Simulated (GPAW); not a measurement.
**Collinear magnetic orders of GdCrN with GPAW**

Does GdCrN prefer parallel or opposed moments, or none?

Calculated with GPAW 26.7.0; PBE with U = 3.5 eV on Cr d and U = 6 eV on Gd f; plane waves with GPAW's PAW setups, scalar-relativistic.

This is a report of a sequence of runs, with most program output left out.

## (1) Starting point

It takes space group P4_2/mmc (No. 131, tetragonal). The conventional cell has a = 3.702 Å, b = 3.702 Å, c = 7.077 Å, α = 90.00°, β = 90.00°, γ = 90.00°. Nearest to Gd lie 4 N at 2.56 Å. Nearest to Cr lie 2 N at 1.85 Å. N has 2 Cr at 1.85 Å and 4 Gd at 2.56 Å nearest. invented: TbCoC (P4_2/mmc) with N for C, Gd for Tb, Cr for Co. Farther neighbours and most contacts between anions are not listed.

As a file:

```cif
data_structure
_symmetry_space_group_name_H-M 'P 1'
_symmetry_Int_Tables_number 1
_cell_length_a 3.7015
_cell_length_b 3.7015
_cell_length_c 7.0773
_cell_angle_alpha 90.000
_cell_angle_beta 90.000
_cell_angle_gamma 90.000
_cell_volume 96.97
loop_
_atom_site_label
_atom_site_type_symbol
_atom_site_fract_x
_atom_site_fract_y
_atom_site_fract_z
_atom_site_occupancy
Gd1 Gd 0.00000 0.00000 0.75000 1
Gd2 Gd 0.00000 0.00000 0.25000 1
Cr3 Cr 0.50000 0.50000 0.00000 1
Cr4 Cr 0.50000 0.50000 0.50000 1
N5 N 0.50000 0.00000 0.50000 1
N6 N 0.00000 0.50000 0.00000 1
```

The cell is a made-up one and need not be a known phase.

## (2) Start 1: ferro ++++

Parallel moments need no larger cell; this start tests for a ferromagnetic state only. A Hubbard term is added for the open shell, at a value in common use.

order1.py reads:

```python
import json
import numpy as np
from ase import Atoms
from ase.parallel import paropen, parprint
from gpaw import GPAW

atoms = Atoms(['Gd', 'Gd', 'Cr', 'Cr', 'N', 'N'],
    cell=[[3.701545, 0.0, 0.0],
         [0.0, 3.701545, 0.0],
         [0.0, 0.0, 7.077257]],
    scaled_positions=[[0.0, 0.0, 0.75],
         [0.0, 0.0, 0.25],
         [0.5, 0.5, 0.0],
         [0.5, 0.5, 0.5],
         [0.5, 0.0, 0.5],
         [0.0, 0.5, 0.0]],
    pbc=True,
    magmoms=[7.0, 7.0, 3.0, 3.0, 0.0, 0.0])
atoms.calc = GPAW(mode={'name': 'pw', 'ecut': 700},
    xc='PBE',
    kpts={'size': (6, 6, 6), 'gamma': True},
    occupations={'name': 'fermi-dirac', 'width': 0.15},
    convergence={'density': 1e-05, 'energy': 1e-05},
    maxiter=200,
    setups={'Cr': ':d,3.5', 'Gd': ':f,6.0'},
    symmetry={'tolerance': 1e-4},
    txt='order1.txt')
e = atoms.get_potential_energy(force_consistent=True)
res = {'free_energy': e, 'energy_sigma0': atoms.get_potential_energy(), 'fermi_energy': atoms.calc.get_fermi_level()}
res['moments'] = atoms.get_magnetic_moments().tolist()
res['total'] = atoms.get_magnetic_moment()
parprint('site moments (muB):', np.round(res['moments'], 3))
parprint(f"total moment: {res['total']:.3f} muB")
parprint(f'free energy: {e:.6f} eV')
atoms.calc.write('order1.gpw')
with paropen('results.json', 'w') as f:
    json.dump(res, f)
```

Started as:

```bash
$ OMP_NUM_THREADS=1 mpirun -n 4 gpaw python order1.py > order1.log
```

Elapsed: 2.8 min, on 4 MPI ranks of Intel Xeon 6975P-C (Granite Rapids), shared host; peak memory 1.5 GiB.

Spin moment in the augmentation sphere by atom:

| atom | spin moment in the augmentation sphere (μB) |
| --- | --- |
| Gd1 | 6.93 |
| Gd2 | 6.93 |
| Cr3 | 3.16 |
| Cr4 | 3.16 |
| N5 | -0.12 |
| N6 | -0.12 |

Numbers from this step:

```yaml
magnetization: 20.75 μB
final_state: ferromagnetic
```

After 25 cycles the largest moment stands at 6.93 μB.

## (3) Order 2, typed as antiferro +-+-

Reversing part of the moments tests the sign of the couplings between them.

order2.py is the script of step 2 with these lines changed:

```diff
@@ -17,3 +17,3 @@
     pbc=True,
-    magmoms=[7.0, 7.0, 3.0, 3.0, 0.0, 0.0])
+    magmoms=[7.0, -7.0, 3.0, -3.0, 0.0, 0.0])
 atoms.calc = GPAW(mode={'name': 'pw', 'ecut': 700},
@@ -26,3 +26,3 @@
     symmetry={'tolerance': 1e-4},
-    txt='order1.txt')
+    txt='order2.txt')
 e = atoms.get_potential_energy(force_consistent=True)
@@ -34,3 +34,3 @@
 parprint(f'free energy: {e:.6f} eV')
-atoms.calc.write('order1.gpw')
+atoms.calc.write('order2.gpw')
 with paropen('results.json', 'w') as f:
```

Started as:

```bash
$ OMP_NUM_THREADS=1 mpirun -n 4 gpaw python order2.py > order2.log
```

Wall time 2 min (4 MPI ranks); peak memory 1.4 GiB; 8 min of CPU time.

Spin moment in the augmentation sphere by atom:

| atom | spin moment in the augmentation sphere (μB) |
| --- | --- |
| Gd1 | 6.98 |
| Gd2 | -6.98 |
| Cr3 | 3.18 |
| Cr4 | -3.18 |
| N5 | 0.11 |
| N6 | -0.11 |

This step gave:

| Property | Result |
| --- | --- |
| magnetization | 0 μB |
| final state | antiferromagnetic |

It lies 90.1 meV a seeded atom under the first start, and its largest moment is 6.98 μB against 6.93 μB.

## (4) Start 3: ferri +-++

order3.py is the script of step 3 with these lines changed:

```diff
@@ -17,3 +17,3 @@
     pbc=True,
-    magmoms=[7.0, -7.0, 3.0, -3.0, 0.0, 0.0])
+    magmoms=[7.0, -7.0, 3.0, 3.0, 0.0, 0.0])
 atoms.calc = GPAW(mode={'name': 'pw', 'ecut': 700},
@@ -26,3 +26,3 @@
     symmetry={'tolerance': 1e-4},
-    txt='order2.txt')
+    txt='order3.txt')
 e = atoms.get_potential_energy(force_consistent=True)
@@ -34,3 +34,3 @@
 parprint(f'free energy: {e:.6f} eV')
-atoms.calc.write('order2.gpw')
+atoms.calc.write('order3.gpw')
 with paropen('results.json', 'w') as f:
```

Started as:

```bash
$ OMP_NUM_THREADS=1 mpirun -n 4 gpaw python order3.py > order3.log
```

Run time: 2.5 min. Hardware: 4 MPI ranks; peak memory 1.5 GiB; 9.8 min of CPU time.

Spin moment in the augmentation sphere by atom:

| atom | spin moment in the augmentation sphere (μB) |
| --- | --- |
| Gd1 | 6.93 |
| Gd2 | -7.02 |
| Cr3 | 3.15 |
| Cr4 | 3.15 |
| N5 | -0.10 |
| N6 | -0.10 |

Read from the output:

```
magnetization : 6.330 μB
final state   : ferrimagnetic
```

It lies 31.0 meV a seeded atom under the first start, and its largest moment is 7.02 μB against 6.93 μB.

## (5) Order 4, typed as ferri ++--

order4.py is the script of step 4 with these lines changed:

```diff
@@ -17,3 +17,3 @@
     pbc=True,
-    magmoms=[7.0, -7.0, 3.0, 3.0, 0.0, 0.0])
+    magmoms=[7.0, 7.0, -3.0, -3.0, 0.0, 0.0])
 atoms.calc = GPAW(mode={'name': 'pw', 'ecut': 700},
@@ -26,3 +26,3 @@
     symmetry={'tolerance': 1e-4},
-    txt='order3.txt')
+    txt='order4.txt')
 e = atoms.get_potential_energy(force_consistent=True)
@@ -34,3 +34,3 @@
 parprint(f'free energy: {e:.6f} eV')
-atoms.calc.write('order3.gpw')
+atoms.calc.write('order4.gpw')
 with paropen('results.json', 'w') as f:
```

Started as:

```bash
$ OMP_NUM_THREADS=1 mpirun -n 4 gpaw python order4.py > order4.log
```

The job ended after 2.3 min (4 MPI ranks; peak memory 1.5 GiB; 9.3 min of CPU time).

This step gave:

```
magnetization  : 8.001 μB
final state    : ferrimagnetic
largest moment : 7.013 μB
```

It lies 58.3 meV a seeded atom under the first start, and its largest moment is 7.01 μB against 6.93 μB.

## (6) Order 5, typed as no spin polarisation

A run without seeds gives the energy of the state without moments.

nospin.py is the script of step 5 with these lines changed:

```diff
@@ -16,4 +16,3 @@
          [0.0, 0.5, 0.0]],
-    pbc=True,
-    magmoms=[7.0, 7.0, -3.0, -3.0, 0.0, 0.0])
+    pbc=True)
 atoms.calc = GPAW(mode={'name': 'pw', 'ecut': 700},
@@ -26,11 +25,7 @@
     symmetry={'tolerance': 1e-4},
-    txt='order4.txt')
+    txt='nospin.txt')
 e = atoms.get_potential_energy(force_consistent=True)
 res = {'free_energy': e, 'energy_sigma0': atoms.get_potential_energy(), 'fermi_energy': atoms.calc.get_fermi_level()}
-res['moments'] = atoms.get_magnetic_moments().tolist()
-res['total'] = atoms.get_magnetic_moment()
-parprint('site moments (muB):', np.round(res['moments'], 3))
-parprint(f"total moment: {res['total']:.3f} muB")
 parprint(f'free energy: {e:.6f} eV')
-atoms.calc.write('order4.gpw')
+atoms.calc.write('nospin.gpw')
 with paropen('results.json', 'w') as f:
```

Started as:

```bash
$ OMP_NUM_THREADS=1 mpirun -n 4 gpaw python nospin.py > nospin.log
```

Wall time 3.4 min (4 MPI ranks); peak memory 1.2 GiB; 14 min of CPU time.

Numbers from this step:

```yaml
final_state: non-magnetic (no spin polarisation)
```

It lies 6727 meV a seeded atom over the first start.

## (7) Another try

A slip in the input shows what the program catches and what it lets pass.

run.py reads:

```python
import json
import numpy as np
from ase import Atoms
from ase.parallel import paropen, parprint
from gpaw import GPAW

atoms = Atoms(['Gd', 'Gd', 'Cr', 'Cr', 'N', 'N'],
    cell=[[3.701545, 0.0, 0.0],
         [0.0, 3.701545, 0.0],
         [0.0, 0.0, 7.077257]],
    scaled_positions=[[0.0, 0.0, 0.75],
         [0.0, 0.0, 0.25],
         [0.5, 0.5, 0.0],
         [0.5, 0.5, 0.5],
         [0.5, 0.0, 0.5],
         [0.0, 0.5, 0.0]],
    pbc=True,
    magmoms=[7.0, 7.0, 3.0, 3.0, 0.0, 0.0])
atoms.calc = GPAW(mode={'name': 'pw', 'ecut': 700},
    xc='PBE',
    kpts={'size': (0, 6, 6), 'gamma': True},
    occupations={'name': 'fermi-dirac', 'width': 0.15},
    convergence={'density': 1e-05, 'energy': 1e-05},
    maxiter=60,
    setups={'Cr': ':d,3.5', 'Gd': ':f,6.0'},
    symmetry={'tolerance': 1e-4},
    txt='run.txt')
e = atoms.get_potential_energy(force_consistent=True)
res = {'free_energy': e, 'energy_sigma0': atoms.get_potential_energy(), 'fermi_energy': atoms.calc.get_fermi_level()}
res['moments'] = atoms.get_magnetic_moments().tolist()
res['total'] = atoms.get_magnetic_moment()
parprint('site moments (muB):', np.round(res['moments'], 3))
parprint(f"total moment: {res['total']:.3f} muB")
parprint(f'free energy: {e:.6f} eV')
atoms.calc.write('run.gpw')
with paropen('results.json', 'w') as f:
    json.dump(res, f)
```

Started as:

```bash
$ OMP_NUM_THREADS=1 mpirun -n 4 gpaw python run.py > run.log
```

Run time: 12 s. Hardware: 4 MPI ranks; peak memory 0.62 GiB.

The input was rejected at the start.

The program's message: “ZeroDivisionError: float division by zero”

The fault put into the input: a mesh with a zero.

Each count of the mesh must be at least 1.

## (8) Ranking

These are free energies at a smearing of 0.15 eV, so its entropy term is in the differences. They are divided by the number of seeded atoms, so that cells of unlike size compare.

Orders:

| start | final state | typed order kept | energy over the lowest (meV a seeded atom) | largest site moment (μB) | net moment (μB a primitive cell) | mesh matched | CPU time (s) |
| --- | --- | --- | --- | --- | --- | --- | --- |
| ferro ++++ | ferromagnetic | yes | 90.07 | 6.93 | 20.75 | yes | 673.7 |
| antiferro +-+- | antiferromagnetic | yes | 0 | 6.982 | 0 | yes | 479.4 |
| ferri +-++ | ferrimagnetic | yes | 59.09 | 7.022 | 6.33 | yes | 587.5 |
| ferri ++-- | ferrimagnetic | yes | 31.78 | 7.013 | 8.001 | yes | 559 |
| no spin polarisation | non-magnetic | - | 6817 | 0 | 0 | yes | 819.8 |

## (9) Summary of results

* lowest state found: antiferromagnetic (typed antiferro +-+-)
* largest site moment: 6.98 μB
* next state: ferrimagnetic, 31.8 meV a seeded atom higher
* run without spin seeds, over the lowest: 6817 meV a seeded atom

What this shows: The lowest state found is antiferromagnetic, reached from the start antiferro +-+-, with moments up to 6.98 μB. The next state costs 32 meV a seeded atom. Under a U a spinless open shell is left with part-filled orbitals, which the U penalises, so its energy is no clean measure of what the moments gain. Only 5 starts are shown; other collinear patterns, canted and longer-period orders are not. The f shell is half filled, so the spin-only picture is fair.

[Logs and program files are shortened in this print: banners, set-up blocks, solver, clock and traceback lines can be left out without a mark of their own.]

[Logs are printed without paths, hosts, clocks, repeated set-up lines and the standing remarks that a program may print on its own settings, such as how far it seeks lower states.]

[Hosts, paths, dates, database ids (printed as entryN), source tags and the programs' standing remarks are cut or masked in the printed files.]

[Where a cell is said to come from a database of computed structures, the database is the Materials Project.]
